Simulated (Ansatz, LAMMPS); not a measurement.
# Amorphous 94SiO2-6TiO2 (mol %) (96 atoms): geometry optimisation

How does amorphous 94SiO2-6TiO2 (mol %) (96 atoms) relax, and what do bonds, charges and levels look like afterwards?

Program: Ansatz 0.2.0. Level of theory: Kohn-Sham DFT, PBE, PAW (set soft_2), plane waves. Results are calculated unless marked as measured.

This is a report of a sequence of runs, with most program output left out.

## 1. Set-up

The cell holds 96 atoms: 30 Si, 2 Ti and 64 O. Cell: a = 11.280 Å, b = 11.280 Å, c = 11.280 Å, α = 90.0°, β = 90.0°, γ = 90.0°. 96 atoms (30 Si, 2 Ti, 64 O) placed at random at 2.27 g/cm³, melted at 5000 K for 10 ps at fixed volume with the Morse and Coulomb pair potential with partial charges (Pedone, Malavasi, Menziani, Cormack and Segre, J. Phys. Chem. B 110, 11780 (2006)). Quenched from 5000 K to 300 K at 50 K/ps and fixed volume, held 5 ps, then minimised at fixed cell.

Limits known from the start: The quench rate of 50 K/ps is orders of magnitude faster than experiment, which tends to freeze in extra defects. The network of bonds at the start is that of the classical potential that made the cell. Only the Γ point is sampled in the main run, in a cell whose shortest periodic width is 11 Å.

## 2. The classical run that made the cell

A classical potential supplies the starting structure, since it reaches far longer times than DFT.

This step: classical MD, Morse and Coulomb pair potential with partial charges (Pedone, Malavasi, Menziani, Cormack and Segre, J. Phys. Chem. B 110, 11780 (2006)) (LAMMPS 22 Jul 2025 - Update 4).

Contents of in.lmp:

```
# melt-quench of Si30Ti2O64
units metal
atom_style charge
boundary p p p
region box block 0 11.2799 0 11.2799 0 11.2799
create_box 3 box
mass 1 28.0850   # Si
mass 2 47.8670   # Ti
mass 3 15.9990   # O
create_atoms 1 random 30 40194 NULL overlap 1.5 maxtry 2000
create_atoms 2 random 2 40201 NULL overlap 1.5 maxtry 2000
create_atoms 3 random 64 40208 NULL overlap 1.5 maxtry 2000
pair_style hybrid/overlay pedone 5.5 coul/long 8.0
pair_coeff * * coul/long
pair_coeff 1 3 pedone 0.340554 2.006700 2.100000 1   # Si-O
pair_coeff 2 3 pedone 0.024235 2.254703 2.708943 1   # Ti-O
pair_coeff 3 3 pedone 0.042395 1.379316 3.618701 22   # O-O
set type 1 charge 2.4
set type 2 charge 2.4
set type 3 charge -1.2
kspace_style pppm 1.0e-4
neigh_modify delay 0 every 1 check yes
thermo_style custom step time temp pe press density
thermo_modify norm yes
timestep 0.002
thermo 100
min_style cg
minimize 1e-4 1e-4 200 2000
reset_timestep 0
velocity all create 5000 40195 mom yes dist gaussian
fix lim all nve/limit 0.05
fix lan all langevin 5000 5000 0.2 40196 zero yes
thermo 500
run 1000 post no
# [... 10 lines left out ...]
thermo 1250
fix md all nvt temp 300 300 0.2
run 2500 post no
unfix md
thermo 100
min_style cg
minimize 0 1e-3 2000 20000
write_dump all custom glass.dump id type xs ys zs modify sort id
```

On the command line:

```sh
lmp -in in.lmp -log none -nocite
```

The job ended after 24 s (1 thread of Arm Neoverse V1, shared host; peak memory 0.072 GiB).

## 3. Single point at the start

The forces at the start show how far the geometry lies from a minimum of this functional.

Contents of input.yaml:

```yaml
crystal:
  lattice:
    - [11.2799, 0.0, 0.0]
    - [0.0, 11.2799, 0.0]
    - [0.0, 0.0, 11.2799]
  atoms:
    - { symbol: Si, position: [0.99408, 0.31659, 0.29246] }
    - { symbol: Si, position: [0.88384, 0.54525, 0.41073] }
    - { symbol: Si, position: [0.02473, 0.85807, 0.57964] }
    - { symbol: Si, position: [0.51504, 0.72597, 0.57044] }
    - { symbol: Si, position: [0.19972, 0.12635, 0.9824] }
    - { symbol: Si, position: [0.04968, 0.05592, 0.77366] }
    - { symbol: Si, position: [0.28767, 0.58547, 0.22527] }
    - { symbol: Si, position: [0.90846, 0.70668, 0.96337] }
    - { symbol: Si, position: [0.37531, 0.17802, 0.49208] }
    - { symbol: Si, position: [0.58931, 0.08985, 0.65432] }
    - { symbol: Si, position: [0.06054, 0.36998, 0.01719] }
    - { symbol: Si, position: [0.4593, 0.22679, 0.0401] }
    - { symbol: Si, position: [0.13518, 0.59153, 0.85806] }
    - { symbol: Si, position: [0.45153, 0.50569, 0.02175] }
    - { symbol: Si, position: [0.23169, 0.40436, 0.42339] }
    - { symbol: Si, position: [0.1898, 0.99373, 0.39078] }
    - { symbol: Si, position: [0.62276, 0.48647, 0.48934] }
    - { symbol: Si, position: [0.57536, 0.98999, 0.91471] }
    - { symbol: Si, position: [0.94773, 0.2473, 0.60535] }
    - { symbol: Si, position: [0.02208, 0.69974, 0.21912] }
    - { symbol: Si, position: [0.71771, 0.33702, 0.71787] }
    - { symbol: Si, position: [0.78906, 0.34887, 0.99204] }
    - { symbol: Si, position: [0.86135, 0.98159, 0.96494] }
    - { symbol: Si, position: [0.78172, 0.15446, 0.1965] }
    - { symbol: Si, position: [0.55706, 0.26948, 0.30724] }
    - { symbol: Si, position: [0.739, 0.88236, 0.52523] }
    - { symbol: Si, position: [0.05239, 0.98384, 0.16481] }
    - { symbol: Si, position: [0.40856, 0.8235, 0.32721] }
    - { symbol: Si, position: [0.67382, 0.8825, 0.24982] }
    - { symbol: Si, position: [0.08376, 0.57957, 0.59131] }
    - { symbol: Ti, position: [0.40692, 0.73581, 0.85081] }
    - { symbol: Ti, position: [0.70425, 0.61103, 0.09785] }
    - { symbol: O, position: [0.55728, 0.55509, 0.10591] }
    - { symbol: O, position: [0.91499, 0.42883, 0.33733] }
    - { symbol: O, position: [0.15116, 0.02073, 0.0668] }
    - { symbol: O, position: [0.92762, 0.36315, 0.96315] }
    - { symbol: O, position: [0.65981, 0.42368, 0.61724] }
    - { symbol: O, position: [0.29608, 0.47786, 0.31962] }
    - { symbol: O, position: [0.02563, 0.16453, 0.68122] }
    - { symbol: O, position: [0.10708, 0.04164, 0.28393] }
    - { symbol: O, position: [0.87924, 0.86659, 0.55912] }
    - { symbol: O, position: [0.905, 0.84631, 0.95349] }
    - { symbol: O, position: [0.26706, 0.08941, 0.46357] }
    - { symbol: O, position: [0.9557, 0.5392, 0.53638] }
    - { symbol: O, position: [0.24714, 0.68492, 0.86459] }
    - { symbol: O, position: [0.15099, 0.63672, 0.22222] }
    - { symbol: O, position: [0.12018, 0.24399, 0.99071] }
    - { symbol: O, position: [0.46169, 0.36511, 0.98585] }
    - { symbol: O, position: [0.70618, 0.75833, 0.17677] }
    - { symbol: O, position: [0.4593, 0.59816, 0.91312] }
    - { symbol: O, position: [0.72629, 0.01172, 0.20252] }
    - { symbol: O, position: [0.6494, 0.78293, 0.57954] }
    - { symbol: O, position: [0.76708, 0.22362, 0.06448] }
    - { symbol: O, position: [0.92977, 0.0176, 0.09142] }
    - { symbol: O, position: [0.77536, 0.65889, 0.9608] }
    - { symbol: O, position: [0.65908, 0.20927, 0.68902] }
    - { symbol: O, position: [0.36698, 0.69974, 0.26665] }
    - { symbol: O, position: [0.12, 0.54358, 0.72334] }
    - { symbol: O, position: [0.72071, 0.35618, 0.86171] }
    - { symbol: O, position: [0.94854, 0.66608, 0.10025] }
    - { symbol: O, position: [0.12319, 0.32967, 0.36477] }
    - { symbol: O, position: [0.56829, 0.01981, 0.7753] }
    - { symbol: O, position: [0.49752, 0.2623, 0.17469] }
    - { symbol: O, position: [0.04591, 0.37381, 0.15798] }
    - { symbol: O, position: [0.10132, 0.92079, 0.4761] }
    - { symbol: O, position: [0.57611, 0.39025, 0.3908] }
    - { symbol: O, position: [0.94017, 0.23406, 0.47711] }
    - { symbol: O, position: [0.74399, 0.54755, 0.43448] }
    - { symbol: O, position: [0.52778, 0.87841, 0.26392] }
    - { symbol: O, position: [0.93316, 0.05278, 0.86178] }
    - { symbol: O, position: [0.32776, 0.17253, 0.02037] }
    - { symbol: O, position: [0.31499, 0.31094, 0.49536] }
    - { symbol: O, position: [0.04956, 0.93604, 0.69784] }
    - { symbol: O, position: [0.12916, 0.47899, 0.94983] }
    - { symbol: O, position: [0.53324, 0.11159, 0.98539] }
    - { symbol: O, position: [0.3348, 0.53491, 0.10101] }
    - { symbol: O, position: [0.68611, 0.21676, 0.28425] }
    - { symbol: O, position: [0.76033, 0.457, 0.08141] }
    [... 12 atom lines left out ...]
    - { symbol: O, position: [0.44901, 0.79671, 0.46418] }
    - { symbol: O, position: [0.71819, 0.97617, 0.94658] }
    - { symbol: O, position: [0.67742, 0.00723, 0.57203] }
    - { symbol: O, position: [0.44852, 0.7383, 0.69578] }
    - { symbol: O, position: [0.85614, 0.31902, 0.67549] }
    - { symbol: O, position: [0.03934, 0.84337, 0.20287] }
kpoints:
  mp_grid: { grid: [1, 1, 1] }
hamiltonian:
  xc: pbe
scf:
  occupations: { method: fermi_dirac, width: 0.025 }
output:
  forces: true
```

On the command line:

```sh
ansatz run input.yaml --threads 4 --pin off --max-ram 8192MiB --backend cpu --events-out ev --progress --plain --runs-dir out
```

It took 16 s on 4 threads of Arm Neoverse V1, shared host; peak memory 1.8 GiB; 59 s of CPU time.

Numbers from this run:

| Quantity | Value |
| --- | --- |
| free energy | -60484.9171 eV |
| free energy per atom | -630.0512 eV/atom |
| SCF cycles | 11 |
| r.m.s. force component | 0.7233 eV/Å |
| longest force | 5.429 eV/Å |
| Fermi energy | 3.328 eV |

The r.m.s. force component of 0.72 eV/Å sets the starting point.

Neighbours are counted within 2.08 Å (O-Si), 2.64 Å (O-Ti).

Length of the force by element and coordination:

| element | coordination | atoms | mean length of the force (eV/Å) | spread | least | most |
| --- | --- | --- | --- | --- | --- | --- |
| O | all | 64 | 0.958 | 0.729 | 0.092 | 5.43 |
| O | 1 | 1 | 5.43 | 0 | 5.43 | 5.43 |
| O | 2 | 63 | 0.887 | 0.466 | 0.092 | 2.74 |
| Si | all | 30 | 1.23 | 0.586 | 0.253 | 2.61 |
| Si | 3 | 1 | 1.82 | 0 | 1.82 | 1.82 |
| Si | 4 | 29 | 1.21 | 0.586 | 0.253 | 2.61 |
| Ti | all | 2 | 0.945 | 0.38 | 0.565 | 1.32 |

## 4. Cell and atoms relaxed

Cell and atoms are freed together, to release stress as well as forces.

input.yaml: that of step 3 with these lines changed.

```diff
@@ -15 +15,5 @@
   forces: true
+relax:
+  f_tol: 0.04
+  max_steps: 250
+  cell: {}
```

Elapsed: 4.3 min, on 4 threads; peak memory 1.8 GiB.

Relaxation path:

| step | energy less that of the first step (eV) | largest force component (eV/Å) | pressure (GPa) | volume (Å³) |
| --- | --- | --- | --- | --- |
| 1 | 0.0000 | 5.4164 | -0.52 | 1435.21 |
| 2 | -1.9889 | 2.1815 | -0.16 | 1417.91 |
| 3 | -4.1168 | 0.6911 | 0.17 | 1377.04 |
| 4 | -4.5703 | 0.7660 | -0.01 | 1368.36 |
| 5 | -4.8381 | 0.5135 | 0.01 | 1359.24 |
| 6 | -5.0185 | 0.4567 | 0.01 | 1349.30 |
| 7 | -5.0692 | 0.0882 | 0.00 | 1346.34 |
| 8 | -5.0952 | 0.1389 | 0.03 | 1343.10 |
| 9 | -5.0960 | 0.5379 | -0.09 | 1342.54 |
| 10 | -5.1028 | 0.0253 | 0.00 | 1343.41 |
| 11 | -5.1042 | 0.0802 | -0.03 | 1343.11 |
| 12 | -5.1078 | 0.0192 | 0.01 | 1342.56 |
| 13* | -4.9268 | 0.0195 | -0.27 | 1342.56 |
| 14 | -4.9531 | 0.0910 | 0.07 | 1336.59 |
| 15 | -4.9538 | 0.0227 | 0.04 | 1336.70 |
| 16* | -4.9320 | 0.0227 | 0.02 | 1336.70 |

Relaxation steps marked * repeat the geometry before them on a plane-wave basis chosen anew for their cell, so energy and pressure can jump there. Relaxation step 9 was tried and not accepted.

| cell as run | before | after | change |
| --- | --- | --- | --- |
| a (Å) | 11.280 | 10.972 | -2.7 % |
| b (Å) | 11.280 | 10.860 | -3.7 % |
| c (Å) | 11.280 | 11.235 | -0.4 % |
| α (°) | 90.00 | 90.44 | +0.5 % |
| β (°) | 90.00 | 91.85 | +2.1 % |
| γ (°) | 90.00 | 92.54 | +2.8 % |
| volume (Å³/atom) | 14.95 | 13.92 | -6.9 % |

The atoms that moved most (Å, as changes of fractional coordinates times the final cell):

| atom | dx | dy | dz | length |
| --- | --- | --- | --- | --- |
| O67 | -0.564 | -0.297 | 0.279 | 0.696 |
| O95 | 0.170 | 0.281 | 0.390 | 0.510 |
| O39 | 0.313 | 0.346 | 0.109 | 0.479 |
| O82 | -0.227 | -0.309 | -0.224 | 0.445 |
| O35 | 0.106 | -0.358 | -0.177 | 0.413 |
| O73 | 0.343 | 0.149 | -0.117 | 0.392 |
| O71 | 0.058 | -0.150 | 0.341 | 0.377 |
| O42 | 0.185 | -0.054 | -0.295 | 0.352 |

The relaxation changed the energy by -51.4 meV/atom, and atoms moved by 0.22 Å r.m.s., 0.70 Å at most.

## 5. Local order after relaxation

Bonds before and after, by the cutoffs listed below:

| pair | bonds before | bonds after | mean before (Å) | mean after (Å) | spread before (Å) | spread after (Å) |
| --- | --- | --- | --- | --- | --- | --- |
| O-Si | 119 | 119 | 1.629 | 1.632 | 0.034 | 0.017 |
| O-Ti | 8 | 9 | 1.846 | 1.910 | 0.047 | 0.201 |

Density 2.44 g/cm³, 13.92 Å³ an atom.

Pair distribution functions g(r), in bins of 0.2 Å:

| r (Å) | total | O-O | O-Si | O-Ti | Si-Si | Si-Ti | Ti-Ti |
| --- | --- | --- | --- | --- | --- | --- | --- |
| 1.50 | 0.10 | 0.00 | 0.23 | 0.00 | 0.00 | 0.00 | 0.00 |
| 1.70 | 5.17 | 0.00 | 12.20 | 2.63 | 0.00 | 0.00 | 0.00 |
| 1.90 | 0.20 | 0.00 | 0.00 | 7.22 | 0.00 | 0.00 | 0.00 |
| 2.10 | 0.00 | 0.00 | 0.00 | 0.00 | 0.00 | 0.00 | 0.00 |
| 2.30 | 0.00 | 0.00 | 0.00 | 0.00 | 0.00 | 0.00 | 0.00 |
| 2.50 | 0.63 | 1.38 | 0.00 | 0.68 | 0.00 | 0.00 | 0.00 |
| 2.70 | 2.22 | 4.94 | 0.04 | 0.00 | 0.00 | 1.15 | 0.00 |
| 2.90 | 0.53 | 0.88 | 0.03 | 0.00 | 1.24 | 0.00 | 0.00 |
| 3.10 | 0.81 | 0.55 | 0.23 | 0.00 | 4.69 | 0.88 | 0.00 |
| 3.30 | 0.61 | 0.50 | 0.58 | 0.00 | 0.90 | 4.06 | 0.00 |
| 3.50 | 0.86 | 0.73 | 1.21 | 0.67 | 0.00 | 0.73 | 0.00 |
| 3.70 | 1.16 | 0.76 | 1.82 | 1.24 | 0.26 | 0.68 | 0.00 |
| 3.90 | 1.00 | 0.72 | 1.42 | 1.08 | 0.54 | 0.00 | 0.00 |
| 4.10 | 1.40 | 0.85 | 2.08 | 1.96 | 0.91 | 0.54 | 0.00 |
| 4.30 | 1.29 | 0.91 | 1.73 | 2.23 | 1.03 | 0.00 | 0.00 |
| 4.50 | 0.84 | 0.74 | 0.74 | 1.65 | 1.47 | 0.42 | 12.70 |
| 4.70 | 0.90 | 1.18 | 0.51 | 0.57 | 1.39 | 1.21 | 0.00 |
| 4.90 | 1.29 | 1.66 | 0.78 | 0.85 | 1.54 | 3.28 | 0.00 |
| 5.10 | 1.08 | 1.47 | 0.70 | 0.64 | 1.09 | 0.35 | 0.00 |
| 5.30 | 1.00 | 1.25 | 0.74 | 0.72 | 1.13 | 1.27 | 0.00 |

Bonds by pair of elements; cutoffs follow the first minimum of g(r), held within bounds set by covalent radii, and pairs that aren't listed don't count as bonded:

| pair A-B | cutoff (Å) | bonds | mean length (Å) | spread (Å) | shortest (Å) | B about A | A about B |
| --- | --- | --- | --- | --- | --- | --- | --- |
| O-Si | 2.08 | 119 | 1.63 | 0.017 | 1.52 | 1.86 | 3.97 |
| O-Ti | 2.64 | 9 | 1.91 | 0.201 | 1.78 | 0.141 | 4.5 |

How many atoms have how many bonded neighbours:

| element | mean | 1 | 2 | 3 | 4 | 5 |
| --- | --- | --- | --- | --- | --- | --- |
| O | 2 | 1 | 62 | 1 | 0 | 0 |
| Si | 3.97 | 0 | 0 | 1 | 29 | 0 |
| Ti | 4.5 | 0 | 0 | 0 | 1 | 1 |

Bond angles, per cent of each kind in bins of 5°:

| angle (°) | O-Si-O | Si-O-Si | O-Ti-O | Si-O-Ti |
| --- | --- | --- | --- | --- |
| 70–75 | 0.0 | 0.0 | 6.2 | 0.0 |
| 75–80 | 0.0 | 0.0 | 6.2 | 0.0 |
| 80–85 | 0.0 | 0.0 | 0.0 | 10.0 |
| 85–90 | 0.0 | 0.0 | 6.2 | 0.0 |
| 90–95 | 0.0 | 0.0 | 12.5 | 0.0 |
| 95–100 | 0.6 | 0.0 | 6.2 | 0.0 |
| 100–105 | 12.4 | 0.0 | 12.5 | 0.0 |
| 105–110 | 46.3 | 0.0 | 12.5 | 10.0 |
| 110–115 | 27.1 | 0.0 | 18.8 | 0.0 |
| 115–120 | 11.3 | 0.0 | 0.0 | 0.0 |
| 120–125 | 1.7 | 7.3 | 6.2 | 10.0 |
| 125–130 | 0.6 | 3.6 | 0.0 | 0.0 |
| 130–135 | 0.0 | 10.9 | 0.0 | 10.0 |
| 135–140 | 0.0 | 16.4 | 0.0 | 10.0 |
| 140–145 | 0.0 | 20.0 | 6.2 | 30.0 |
| 145–150 | 0.0 | 10.9 | 0.0 | 0.0 |
| 150–155 | 0.0 | 10.9 | 0.0 | 0.0 |
| 155–160 | 0.0 | 9.1 | 0.0 | 10.0 |
| 160–165 | 0.0 | 7.3 | 0.0 | 10.0 |
| 165–170 | 0.0 | 0.0 | 6.2 | 0.0 |
| 170–175 | 0.0 | 3.6 | 0.0 | 0.0 |

Bond angles (no mean is given where the spread exceeds 20°):

| angle | count | mean (°) | spread (°) |
| --- | --- | --- | --- |
| O-Si-O | 177 | 110 | 4.6 |
| Si-O-Si | 55 | 144 | 12.1 |
| O-Ti-O | 16 | - | - |
| Si-O-Ti | 10 | - | - |

Oxygen atoms by the number of network formers (Si, P, Ge, B, Al, As, Ga) bound to them:

| network formers bound to O | O atoms | per cent |
| --- | --- | --- |
| 0 | 0 | 0 |
| 1 | 9 | 14.1 |
| 2 | 55 | 85.9 |

Network units: each former by its oxygen neighbours and how many of them bridge to another former:

| former | O neighbours | bridging O | atoms |
| --- | --- | --- | --- |
| Si | 3 | 2 | 1 |
| Si | 4 | 2 | 1 |
| Si | 4 | 3 | 6 |
| Si | 4 | 4 | 22 |

Bond length by coordination (bonds to H left out):

| element | coordination | atoms | mean bond length (Å) |
| --- | --- | --- | --- |
| O | 1 | 1 | 1.52 |
| O | 2 | 62 | 1.65 |
| O | 3 | 1 | 1.93 |
| Si | 3 | 1 | 1.59 |
| Si | 4 | 29 | 1.63 |
| Ti | 4 | 1 | 1.85 |
| Ti | 5 | 1 | 1.96 |

Rings of the network by King's shortest-path rule, up to 12 atoms, one path for each pair of neighbours; H, halogens, alkali and alkaline-earth atoms are left out, and the last column divides by all other atoms, bonded or not:

| ring size (atoms) | rings | per network atom |
| --- | --- | --- |
| 4 | 1 | 0.01 |
| 8 | 5 | 0.052 |
| 10 | 10 | 0.104 |
| 12 | 23 | 0.24 |

For some of the pairs, g(r) has its first main peak near 2.7 Å (O-O), 1.6 Å (O-Si), 1.8 Å (O-Ti) and 3.1 Å (Si-Si). With the cutoffs above, 97 % of O atoms have 2, 97 % of Si atoms have 4 and 50 % of Ti atoms have 4 and as many 5 bonded neighbours. The O-Si-O angle averages 110° with a spread of 5°. Counting bonds to Si alone, not to Ti, 86 % of the oxygens join two of these atoms and 14 % one. The commonest Si unit has 4 oxygens, 4 of them shared with other formers (22 of 30 atoms). Rings of 12 atoms are the most common (59 % of those counted); sizes run from 4 to 12, where the search stops.

[end of part 1 of 3]

[Logs are printed without paths, hosts, clocks, repeated set-up lines and the standing remarks that a program may print on its own settings, such as how far it seeks lower states.]

[Hosts, paths, dates, database ids (printed as entryN), source tags and the programs' standing remarks are cut or masked in the printed files.]
